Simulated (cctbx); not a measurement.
# X-rays or neutrons for the lightest atoms?

Cell a = 4.8960 Å, b = 4.8960 Å, c = 12.0520 Å, α = 90.00°, β = 90.00°, γ = 120.00°; space group R-3m (no. 166); content Sn6 Ni9 O6. The heavier atoms are placed; O is still missing.

Simulated single-crystal data (cctbx): Mo Kα, λ = 0.71073 Å, to d = 0.84 Å, 80 % of the full sphere, strongest reflection 40000 counts, noise from counting, a 6 % proportional error and a noise floor of 8 counts (s.d.); no absorption.

Refinement without O (map in e/Å³):

```text
Rint 0.041, 71 unique reflections to 0.84 A
cycle     R1     wR2    GooF  max shift (A)
   1  0.1550  0.4324  16.305   0.00000
   8  0.0958  0.2961  11.164   0.00000
final R1 0.0979 wR2 0.3103 GooF 11.700  parameters 3  data/parameter 23.7
atom        x        y        z      Ueq    occ   su(xyz)  su(Uiso or U11)
Sn1    0.00000  0.00000  0.00000   0.0032  1.000  0.00000  0.0028
Sn2    0.66667  0.33333  0.83333   0.0028  1.000  0.00000  0.0027
Ni1    0.50000  0.00000  0.00000   0.0015  1.000  0.00000  0.0032
difference map: max 19.37 min -1.88 rms 1.52
Q1    0.0000  0.0000  0.2151    6   19.41  2.01 A from Ni1
Q2    0.0000  0.0000  0.5000    3   15.67  0.00 A from Sn2
Q3    0.0000  0.0000  0.0000    3   11.93  0.00 A from Sn1
Q4    0.0000  0.5000  0.0000    9    3.27  0.00 A from Ni1
Q5    0.0175  0.1849  0.1434   36    0.80  1.93 A from Sn1
Q6    0.0501  0.5250  0.4539   18    0.79  1.96 A from Ni1
Q7    0.0888  0.1776  0.7152   18    0.66  1.36 A from Ni1
Q8    0.0417  0.2500  0.5333   36    0.47  1.20 A from Sn2
```

The data are simulated with cctbx, not measured: neutrons of λ = 0.95 Å, to d = 0.8 Å, 80 % of the full sphere, strongest reflection 5000 counts, noise from counting, a 6 % proportional error and a noise floor of 8 counts (s.d.); no absorption.

Refinement without O (map in fm/Å³; only maxima are listed):

```text
Rint 0.056, 80 unique reflections to 0.80 A
cycle     R1     wR2    GooF  max shift (A)
   1  0.4360  0.8074  20.583   0.00000
   5  0.3831  0.7439  18.963   0.00000
final R1 0.3831 wR2 0.7439 GooF 18.963  parameters 3  data/parameter 26.7
atom        x        y        z      Ueq    occ   su(xyz)  su(Uiso or U11)
Sn1    0.00000  0.00000  0.00000   0.0136  1.000  0.00000  0.0149
Sn2    0.66667  0.33333  0.83333   0.1017  1.000  0.00000  0.0579
Ni1    0.50000  0.00000  0.00000   0.0001  1.000  0.00000  0.0091
difference map: max 27.76 min -26.09 rms 3.20
Q1    0.0000  0.0000  0.2191    6   28.03  1.97 A from Ni1
Q2    0.0000  0.0000  0.5000    3   23.94  0.00 A from Sn2
Q3    0.0000  0.5000  0.0000    9   23.08  0.00 A from Ni1
Q4    0.0138  0.5069  0.2895   18    5.80  1.48 A from Ni1
Q5    0.0000  0.0000  0.1301    6    5.75  1.57 A from Sn1
Q6    0.0709  0.1417  0.0233   18    5.74  0.66 A from Sn1
Q7    0.0000  0.0000  0.3460    6    5.48  1.42 A from Ni1
Q8    0.0246  0.5123  0.7614   18    4.56  1.74 A from Sn1
```

**Question.** Where is O, and which data fix it better?

O sits at (0, 0, 0.7836). Adding it takes R1 from 0.098 to 0.012 with X-rays and from 0.383 to 0.016 with neutrons. Its largest coordinate s.u. is 0.00039 with X-rays and 0.00012 with neutrons, so neutrons fix it better in these data. In the X-ray map Q1 marks it. In the neutron map Q1 marks it.

Final neutron refinement:

```text
Rint 0.056, 80 unique reflections to 0.80 A
cycle     R1     wR2    GooF  max shift (A)
   1  0.1042  0.2267   5.855   0.01680
   2  0.0160  0.0374   0.965   0.00000
final R1 0.0160 wR2 0.0374 GooF 0.965  parameters 5  data/parameter 16.0
atom        x        y        z      Ueq    occ   su(xyz)  su(Uiso or U11)
Sn1    0.00000  0.00000  0.00000   0.0054  1.000  0.00000  0.0004
Sn2    0.66667  0.33333  0.83333   0.0041  1.000  0.00000  0.0004
Ni1    0.50000  0.00000  0.00000   0.0054  1.000  0.00000  0.0003
O1     0.00000  0.00000  0.78369   0.0113  1.000  0.00012  0.0003
difference map: max 0.49 min -0.39 rms 0.12
Q1    0.0000  0.0000  0.3072    6    0.49  1.10 A from O1
Q2    0.0000  0.0000  0.4551    6    0.43  0.54 A from Sn2
Q3    0.0000  0.0000  0.0550    6    0.37  0.66 A from Sn1
Q4    0.0715  0.5357  0.6607   18    0.35  1.11 A from Sn1
Q5    0.1110  0.2220  0.8679   18    0.34  1.38 A from O1
Q6    0.0000  0.0000  0.1304    6    0.32  1.04 A from O1
```

The model was made for the exercise: a known structure type with other elements put in, its volume estimated, not relaxed; displacement parameters are assumed.

[Middle refinement cycles are left out of these outputs.]

[Logs are printed without paths, hosts, clocks, repeated set-up lines and the standing remarks that a program may print on its own settings, such as how far it seeks lower states.]
